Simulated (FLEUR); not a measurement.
## Eu: parallel and opposed starts

Wanted: the moments of Eu and the energy of each order that was tried.

Calculated with FLEUR MaX-R8.1; LDA (VWN) with U = 6 eV on Eu f; all-electron FLAPW, Dirac cores, scalar-relativistic bands.

The database entry behind the starting cell differs from later determinations by our own check (about 0.5 % long), so it need not match the best structure at ambient conditions.

## (1) The structure

Symmetry: Im-3m, No. 229, cubic system. Conventional cell: a = 4.606 Å, b = 4.606 Å, c = 4.606 Å, α = 90.00°, β = 90.00°, γ = 90.00°. Nearest to Eu lie 8 Eu at 3.99 Å.

## (2) Run 1 (ferro +)

The parallel start is the test of whether parallel moments hold. The U counters the self-interaction that shrinks the moments of a localised shell.

The file n_mmp_mat seeds the f occupations with whole cubic orbitals by Hund's first rule, so that the U acts from the first pass. inpgen writes inp.xml from crystal.txt; cutoffs, mixing, functional, smearing and local orbitals are then set in the file. The k list default-1 (kpts.xml, not shown) is a Γ-centred 8×8×8 mesh; where the ranks do not divide the number of points, some are split in two of half the weight.

Contents of inp.xml:

```
<?xml version="1.0" encoding="UTF-8" standalone="no"?>
<fleurInput fleurInputVersion="0.39">
   <comment>
      Eu
   </comment>
   <calculationSetup>
      <cutoffs Kmax="3.6" Gmax="10.8" GmaxXC="10.8" numbands="0"/>
      <scfLoop itmax="130" minDistance="0.0001" maxIterBroyd="15" imix="Anderson" alpha="0.05" precondParam="0.0" spinf="2.0" sdNocoIR="T"/>
      <coreElectrons ctail="T" frcor="F" kcrel="0" coretail_lmax="0"/>
      <xcFunctional name="vwn" relativisticCorrections="F"/>
      <magnetism jspins="2"/>
      <soc l_soc="F" theta="0.0" phi="0.0" spav="F"/>
      <expertModes spex="0" secvar="F"/>
      <geometryOptimization l_f="F" forcealpha="1.0" forcemix="BFGS" epsdisp="0.00001" epsforce="0.00001"/>
      <ldaU l_linMix="F" mixParam="0.05" spinf="1.0"/>
   </calculationSetup>
   <cell>
      <bzIntegration valenceElectrons="17.0" mode="hist" fermiSmearingEnergy="0.00110248">
         <kPointListSelection listName="default-1"/>
         <xi:include xmlns:xi="http://www.w3.org/2001/XInclude" href="kpts.xml"> </xi:include>
      </bzIntegration>
      <xi:include xmlns:xi="http://www.w3.org/2001/XInclude" href="sym.xml"> </xi:include>
      <bulkLattice scale="1.0">
         <bravaisMatrix>
            <row-1>   -4.3520392649537998     4.3520392649537998     4.3520392649537998</row-1>
            <row-2>    4.3520392649537998    -4.3520392649537998     4.3520392649537998</row-2>
            <row-3>    4.3520392649537998     4.3520392649537998    -4.3520392649537998</row-3>
         </bravaisMatrix>
      </bulkLattice>
   </cell>
   <atomSpecies>
      <species name="Europium (7.000" element="Eu" atomicNumber="63">
         <mtSphere radius="2.8" gridPoints="925" logIncrement="0.014"/>
         <atomicCutoffs lmax="10" lnonsphr="8"/>
         <electronConfig flipSpins="F">
            <coreConfig>(1s1/2) (2s1/2) (2p1/2) (2p3/2) (3s1/2) (3p1/2) (3p3/2) (4s1/2) (3d3/2) (3d5/2) (4p1/2) (4p3/2) (4d3/2) (4d5/2)</coreConfig>
            <valenceConfig>(5s1/2) (5p1/2) (5p3/2) (6s1/2) (4f5/2) (4f7/2)</valenceConfig>
            <stateOccupation state="(4f5/2)" spinUp="3.0" spinDown="0.0"/>
            <stateOccupation state="(4f7/2)" spinUp="4.0" spinDown="0.0"/>
         </electronConfig>
         <energyParameters s="6" p="6" d="5" f="4"/>
         <ldaU l="3" U="6.0" J="0.0" l_amf="F"/>
         <lo type="SCLO" l="0" n="5" eDeriv="0"/>
         <lo type="SCLO" l="1" n="5" eDeriv="0"/>
      </species>
   </atomSpecies>
   <atomGroups>
      <atomGroup species="Europium (7.000">
         <relPos label="                   1">.0000000000 .0000000000 .0000000000</relPos>
         <force calculate="T" relaxXYZ="TTT"/>
      </atomGroup>
   </atomGroups>
   <output dos="F" band="F" slice="F">
      <bandDOS minEnergy="-.5*Htr" maxEnergy="0.5*Htr" sigma="0.015" storeEVData="T"/>
      <plotting iplot="0" polar="F">
         <plot TwoD="T" vec1="  1.0  0.0  0.0" vec2="  0.0  1.0  0.0" vec3="  0.0  0.0  1.0" zero="  0.0  0.0  0.0" file="plot"/>
      </plotting>
      <moessbauerParams electricFieldGradient="F" isomerShift="F" coreHyperfine="F" valenceHyperfine="F"/>
   </output>
</fleurInput>
```

Contents of crystal.txt:

```
Eu
&input film=F cartesian=F /
-2.30300000000  2.30300000000  2.30300000000
2.30300000000  -2.30300000000  2.30300000000
2.30300000000  2.30300000000  -2.30300000000
1.8897261246
1.0 1.0 1.0

1
63 0.00000000000  0.00000000000  0.00000000000 : 7.000

&kpt div1=8 div2=8 div3=8 gamma=T /
```

On the command line:

```bash
$ OMP_NUM_THREADS=1 inpgen -f crystal.txt > inpgen.log  # inp.xml is then edited as shown
$ OMP_NUM_THREADS=1 mpirun -n 4 fleur_MPI > fleur.log
```

Log:

```text
Welcome to FLEUR        (www.flapw.de)
      MaX-Release 8.1          (www.max-centre.eu)

 ========== k-point set info ==========
 Selected k-point list: default-1
 k-point list type: mesh
 0 x 0 x 0
 Number of k points: 32

 ------------Calculation Setup---------------------------
 Number of MPI-tasks      :            4
 Number of PE/node        :            4
 Number of OMP-threads    :            1
 k-points in parallel     :            4
 pe's per k-point         :            1
 No of k-point loops      :            8
 Eigenvalue solver        :       lapack
 Number of basis functions:          282
 Approximate size of matrices (H+S) per k-point:         0.001 GB
 --------------------------------------------------------
 Iteration:     1   Distance:       2.93496540 me/bohr^3
 Iteration:     2   Distance:       2.77560529 me/bohr^3
 Iteration:     3   Distance:       0.58709885 me/bohr^3
 Iteration:     4   Distance:       0.12913976 me/bohr^3
 Iteration:     5   Distance:       0.12238027 me/bohr^3
 Iteration:     6   Distance:       0.05795476 me/bohr^3
 Iteration:     7   Distance:       0.01856603 me/bohr^3
 Iteration:     8   Distance:       0.01627574 me/bohr^3
 Iteration:     9   Distance:       0.00191858 me/bohr^3
 Iteration:    10   Distance:       0.00190125 me/bohr^3
 Iteration:    11   Distance:       0.00023713 me/bohr^3
 Iteration:    12   Distance:       0.00017309 me/bohr^3
 Iteration:    13   Distance:       0.00001110 me/bohr^3

 ********************************************************************
 Run finished successfully
 Stop message:
   all done
 ********************************************************************

--- out.xml (last complete iteration) ---
<iteration numberForCurrentRun="   13" overallNumber="   13">
         [... left out ...]
         <bandgap value="0.0036925684" units="eV"/>
         <sumValenceSingleParticleEnergies value="-4.7931204129" units="Htr"/>
         <FermiEnergy value="0.1764934669" units="Htr"/>
         <valenceDensity>
            <mtCharges spin="1">
               <mtCharge atomType="1" total="11.0426058" s="1.0858518" p="2.9040634" d="0.1639566" f="6.8886330"/>
            </mtCharges>
            <mtCharges spin="2">
               <mtCharge atomType="1" total="4.0308584" s="1.0760412" p="2.8680169" d="0.0861168" f="0.0006470"/>
            </mtCharges>
            <spinDependentCharge spin="1" total="12.1249591" interstitial="1.0823534" mtSpheres="11.0426058"/>
            <spinDependentCharge spin="2" total="4.8750409" interstitial="0.8441824" mtSpheres="4.0308584"/>
            <totalCharge value="17.0000000001"/>
         </valenceDensity>
         [... left out ...]
         <allElectronCharges>
            <spinDependentCharge spin="1" total="35.1249591" interstitial="1.0823625" mtSpheres="34.0425966"/>
            <spinDependentCharge spin="2" total="27.8750409" interstitial="0.8441936" mtSpheres="27.0308472"/>
            <totalCharge value="62.9999999923"/>
         </allElectronCharges>
         <magneticMomentsInMTSpheres units="muBohr">
            <globalMagMoment atomType="1" vec="0.00000   0.00000   7.01175"/>
            <localMagMoment atomType="1" vec="0.00000   0.00000   7.01175"/>
         </magneticMomentsInMTSpheres>
         <moessbauerParams unitsHFF="kG" unitsIS="e/bohr^3" unitsEFG="Htr/bohr^2">
         </moessbauerParams>
         <totalEnergy value="   -10845.1043312050" units="Htr">
            <sumOfEigenvalues value="    -6677.1417321645">
               <coreElectrons value="-6672.3486117516"/>
               <valenceElectrons value="-4.7931204129"/>
            </sumOfEigenvalues>
            <densityCoulombPotentialIntegral value="-18153.0775382956"/>
            <densityEffectivePotentialIntegral value="-18466.5620447500"/>
            <chargeDenXCDenIntegral value="-236.2534291721"/>
            <FockExchangeEnergyValence value="0.0000000000"/>
            <FockExchangeEnergyCore value="0.0000000000"/>
            <atomTypeDependentContributions atomType="1">
               <electronNucleiInteractionDifferentMTs value="13297.3900532897"/>
               <MadelungTerm value="-25.0897675990"/>
            </atomTypeDependentContributions>
            <dftUCorrection value="-0.7473754181"/>
            <tkbTimesEntropy value="0.0001377723"/>
            <freeEnergy value="-10845.1044689774"/>
            <extrapolationTo0K value="-10845.1044000912"/>
         </totalEnergy>
         <ldaUDensityMatrix>
            <densityMatrixFor spin="1" atomType="1" uIndex="1" l="3" U="6.00000000" J="0.00000000">
               (+0.98425,+0.00000) (+0.00000,+0.00000) (+0.00000,+0.00000) (+0.00000,+0.00000) (+0.00055,+0.00000) (+0.00000,+0.00000) (+0.00000,+0.00000)
               (+0.00000,+0.00000) (+0.98377,+0.00000) (+0.00000,+0.00000) (+0.00000,+0.00000) (+0.00000,+0.00000) (-0.00023,+0.00000) (+0.00000,+0.00000)
               (+0.00000,+0.00000) (+0.00000,+0.00000) (+0.98397,+0.00000) (+0.00000,+0.00000) (+0.00000,+0.00000) (+0.00000,+0.00000) (+0.00055,+0.00000)
               (+0.00000,+0.00000) (+0.00000,+0.00000) (+0.00000,+0.00000) (+0.98467,+0.00000) (+0.00000,+0.00000) (+0.00000,+0.00000) (+0.00000,+0.00000)
               (+0.00055,+0.00000) (+0.00000,+0.00000) (+0.00000,+0.00000) (+0.00000,+0.00000) (+0.98397,+0.00000) (+0.00000,+0.00000) (+0.00000,+0.00000)
               (+0.00000,+0.00000) (-0.00023,+0.00000) (+0.00000,+0.00000) (+0.00000,+0.00000) (+0.00000,+0.00000) (+0.98377,+0.00000) (+0.00000,+0.00000)
               (+0.00000,+0.00000) (+0.00000,+0.00000) (+0.00055,+0.00000) (+0.00000,+0.00000) (+0.00000,+0.00000) (+0.00000,+0.00000) (+0.98425,+0.00000)
            </densityMatrixFor>
            <densityMatrixFor spin="2" atomType="1" uIndex="1" l="3" U="6.00000000" J="0.00000000">
               (+0.00010,+0.00000) (+0.00000,+0.00000) (+0.00000,+0.00000) (+0.00000,+0.00000) (+0.00005,+0.00000) (+0.00000,+0.00000) (+0.00000,+0.00000)
               (+0.00000,+0.00000) (+0.00008,+0.00000) (+0.00000,+0.00000) (+0.00000,+0.00000) (+0.00000,+0.00000) (-0.00004,+0.00000) (+0.00000,+0.00000)
               (+0.00000,+0.00000) (+0.00000,+0.00000) (+0.00008,+0.00000) (+0.00000,+0.00000) (+0.00000,+0.00000) (+0.00000,+0.00000) (+0.00005,+0.00000)
               (+0.00000,+0.00000) (+0.00000,+0.00000) (+0.00000,+0.00000) (+0.00014,+0.00000) (+0.00000,+0.00000) (+0.00000,+0.00000) (+0.00000,+0.00000)
               (+0.00005,+0.00000) (+0.00000,+0.00000) (+0.00000,+0.00000) (+0.00000,+0.00000) (+0.00008,+0.00000) (+0.00000,+0.00000) (+0.00000,+0.00000)
               (+0.00000,+0.00000) (-0.00004,+0.00000) (+0.00000,+0.00000) (+0.00000,+0.00000) (+0.00000,+0.00000) (+0.00008,+0.00000) (+0.00000,+0.00000)
               (+0.00000,+0.00000) (+0.00000,+0.00000) (+0.00005,+0.00000) (+0.00000,+0.00000) (+0.00000,+0.00000) (+0.00000,+0.00000) (+0.00010,+0.00000)
            </densityMatrixFor>
         </ldaUDensityMatrix>
         <ldaUDensityMatrixConvergence>
            <distance spin="1" distance="0.000000"/>
            <distance spin="2" distance="0.000000"/>
         </ldaUDensityMatrixConvergence>
         <densityConvergence units="me/bohr^3">
            <chargeDensity spin="1" distance="0.0000102794"/>
            <chargeDensity spin="2" distance="0.0000035949"/>
            <overallChargeDensity distance="0.0000106798"/>
            <spinDensity distance="0.0000110959"/>
         </densityConvergence>
      </iteration>
```

Run time: 5.9 s. Hardware: 4 MPI ranks of Intel Xeon 6975P-C (Granite Rapids), shared host; peak memory 0.2 GiB; 23 s of CPU time.

This step gave:

- free energy: -295110.3266 eV
- program's band gap on this mesh (in a metal only a level spacing): 0.003693 eV
- magnetization: 7.250 μB
- final state: ferromagnetic
- largest moment: 7.012 μB

After 13 cycles the largest moment stands at 7.01 μB.

## (3) Run 2 (antiferro q=(1/2,1/2,1/2) +-)

Reversing part of the moments tests the sign of the couplings between them.

This order needs a doubled cell of 2 atoms. The mesh is halved along the doubled vector, so that both cells sample the same points. The k list default-1 (kpts.xml, not shown) is a Γ-centred 4×8×8 mesh.

inp.xml: that of step 2 with these lines changed.

```diff
@@ -17,3 +17,3 @@
    <cell>
-      <bzIntegration valenceElectrons="17.0" mode="hist" fermiSmearingEnergy="0.00110248">
+      <bzIntegration valenceElectrons="34.0" mode="hist" fermiSmearingEnergy="0.00110248">
          <kPointListSelection listName="default-1"/>
@@ -24,5 +24,5 @@
          <bravaisMatrix>
-            <row-1>   -4.3520392649537998     4.3520392649537998     4.3520392649537998</row-1>
-            <row-2>    4.3520392649537998    -4.3520392649537998     4.3520392649537998</row-2>
-            <row-3>    4.3520392649537998     4.3520392649537998    -4.3520392649537998</row-3>
+            <row-1>   -8.7040785299075996     8.7040785299075996     8.7040785299075996</row-1>
+            <row-2>    0.0000000000000000     0.0000000000000000     8.7040785299075996</row-2>
+            <row-3>    0.0000000000000000     8.7040785299075996     0.0000000000000000</row-3>
          </bravaisMatrix>
@@ -45,2 +45,16 @@
       </species>
+      <species name="Europium (-7.000" element="Eu" atomicNumber="63">
+         <mtSphere radius="2.8" gridPoints="925" logIncrement="0.014"/>
+         <atomicCutoffs lmax="10" lnonsphr="8"/>
+         <electronConfig flipSpins="F">
+            <coreConfig>(1s1/2) (2s1/2) (2p1/2) (2p3/2) (3s1/2) (3p1/2) (3p3/2) (4s1/2) (3d3/2) (3d5/2) (4p1/2) (4p3/2) (4d3/2) (4d5/2)</coreConfig>
+            <valenceConfig>(5s1/2) (5p1/2) (5p3/2) (6s1/2) (4f5/2) (4f7/2)</valenceConfig>
+            <stateOccupation state="(4f5/2)" spinUp="0.0" spinDown="3.0"/>
+            <stateOccupation state="(4f7/2)" spinUp="0.0" spinDown="4.0"/>
+         </electronConfig>
+         <energyParameters s="6" p="6" d="5" f="4"/>
+         <ldaU l="3" U="6.0" J="0.0" l_amf="F"/>
+         <lo type="SCLO" l="0" n="5" eDeriv="0"/>
+         <lo type="SCLO" l="1" n="5" eDeriv="0"/>
+      </species>
    </atomSpecies>
@@ -49,2 +63,6 @@
          <relPos label="                   1">.0000000000 .0000000000 .0000000000</relPos>
+         <force calculate="T" relaxXYZ="TTT"/>
+      </atomGroup>
+      <atomGroup species="Europium (-7.000">
+         <relPos label="                   2">1.000/2.000 .0000000000 .0000000000</relPos>
          <force calculate="T" relaxXYZ="TTT"/>
```

Contents of crystal.txt:

```
Eu
&input film=F cartesian=F /
-4.60600000000  4.60600000000  4.60600000000
0.00000000000  0.00000000000  4.60600000000
0.00000000000  4.60600000000  0.00000000000
1.8897261246
1.0 1.0 1.0

2
63 0.00000000000  0.00000000000  0.00000000000 : 7.000
63 0.50000000000  0.00000000000  0.00000000000 : -7.000

&kpt div1=4 div2=8 div3=8 gamma=T /
```

Log:

```text
[banner, memory and clock lines left out]
Welcome to FLEUR        (www.flapw.de)
      MaX-Release 8.1          (www.max-centre.eu)

 ========== k-point set info ==========
 Selected k-point list: default-1
 k-point list type: mesh
 0 x 0 x 0
 Number of k points: 36

 ------------Calculation Setup---------------------------
 Number of PE/node        :            4
 Number of OMP-threads    :            1
 k-points in parallel     :            4
 pe's per k-point         :            1
 No of k-point loops      :            9
 Eigenvalue solver        :       lapack
 Number of basis functions:          564
 Approximate size of matrices (H+S) per k-point:         0.005 GB
 Iteration:     1   Distance:       2.90844332 me/bohr^3
 Iteration:     2   Distance:       2.75156360 me/bohr^3
 Iteration:     3   Distance:       0.53810863 me/bohr^3
 Iteration:     4   Distance:       0.10836142 me/bohr^3
 Iteration:     5   Distance:       0.12707143 me/bohr^3
 Iteration:     6   Distance:       0.02260910 me/bohr^3
 Iteration:     7   Distance:       0.00985108 me/bohr^3
 Iteration:     8   Distance:       0.00322887 me/bohr^3
 Iteration:     9   Distance:       0.00039477 me/bohr^3
 Iteration:    10   Distance:       0.00020564 me/bohr^3
 Iteration:    11   Distance:       0.00005445 me/bohr^3

 ********************************************************************
 Run finished successfully
 Stop message:
   all done
 ********************************************************************

--- out.xml (last complete iteration) ---
<iteration numberForCurrentRun="   11" overallNumber="   11">
         [... left out ...]
         <bandgap value="0.0000000000" units="eV"/>
         <sumValenceSingleParticleEnergies value="-9.5686906985" units="Htr"/>
         <FermiEnergy value="0.1723183464" units="Htr"/>
         <valenceDensity>
            <mtCharges spin="1">
               <mtCharge atomType="1" total="11.0287581" s="1.0905087" p="2.9008076" d="0.1463757" f="6.8910197"/>
               <mtCharge atomType="2" total="4.0451860" s="1.0742718" p="2.8704385" d="0.0993735" f="0.0010107"/>
            </mtCharges>
            <mtCharges spin="2">
               <mtCharge atomType="1" total="4.0451860" s="1.0742718" p="2.8704385" d="0.0993735" f="0.0010107"/>
               <mtCharge atomType="2" total="11.0287581" s="1.0905087" p="2.9008076" d="0.1463757" f="6.8910197"/>
            </mtCharges>
            <spinDependentCharge spin="1" total="17.0000000" interstitial="1.9260559" mtSpheres="15.0739441"/>
            <spinDependentCharge spin="2" total="17.0000000" interstitial="1.9260559" mtSpheres="15.0739441"/>
            <totalCharge value="34.0000000000"/>
         </valenceDensity>
         [... left out ...]
         <magneticMomentsInMTSpheres units="muBohr">
            <globalMagMoment atomType="1" vec="0.00000   0.00000   6.98357"/>
            <localMagMoment atomType="1" vec="0.00000   0.00000   6.98357"/>
            <globalMagMoment atomType="2" vec="0.00000   0.00000  -6.98357"/>
            <localMagMoment atomType="2" vec="0.00000   0.00000  -6.98357"/>
         </magneticMomentsInMTSpheres>
         [... left out ...]
         <totalEnergy value="   -21690.2076430884" units="Htr">
            <sumOfEigenvalues value="   -13354.1704062963">
               <coreElectrons value="-13344.6017155978"/>
               <valenceElectrons value="-9.5686906985"/>
            </sumOfEigenvalues>
            <densityCoulombPotentialIntegral value="-36306.0491612597"/>
            <densityEffectivePotentialIntegral value="-36933.0191340676"/>
            <chargeDenXCDenIntegral value="-472.5077094099"/>
            <FockExchangeEnergyValence value="0.0000000000"/>
            <FockExchangeEnergyCore value="0.0000000000"/>
         [... left out ...]
            <dftUCorrection value="-1.4957869288"/>
            <tkbTimesEntropy value="0.0002005898"/>
            <freeEnergy value="-21690.2078436782"/>
            <extrapolationTo0K value="-21690.2077433833"/>
         </totalEnergy>
         [... left out ...]
         <ldaUDensityMatrixConvergence>
            <distance spin="1" distance="0.000001"/>
            <distance spin="2" distance="0.000001"/>
         </ldaUDensityMatrixConvergence>
         <densityConvergence units="me/bohr^3">
            <chargeDensity spin="1" distance="0.0000295492"/>
            <chargeDensity spin="2" distance="0.0000295492"/>
            <overallChargeDensity distance="0.0000544479"/>
            <spinDensity distance="0.0000229795"/>
         </densityConvergence>
      </iteration>
```

Elapsed: 18 s, on 4 MPI ranks; peak memory 0.32 GiB.

Read from the output:

```
free energy                                                       : -590220.6234 eV
program's band gap on this mesh (in a metal only a level spacing) : 0 eV
magnetization                                                     : 0 μB
final state                                                       : antiferromagnetic
largest moment                                                    : 6.984 μB
```

It lies 14.9 meV a seeded atom over the first start, and its largest moment is 6.98 μB against 7.01 μB.

(Continued in part 2 of 2.)

[Logs and program files are shortened in this print: banners, set-up blocks, solver, clock and traceback lines can be left out without a mark of their own.]

[Logs are printed without paths, hosts, clocks, repeated set-up lines and the standing remarks that a program may print on its own settings, such as how far it seeks lower states.]

[Hosts, paths, dates, database ids (printed as entryN), source tags and the programs' standing remarks are cut or masked in the printed files.]

[Where a cell is said to come from a database of computed structures, the database is the Materials Project.]
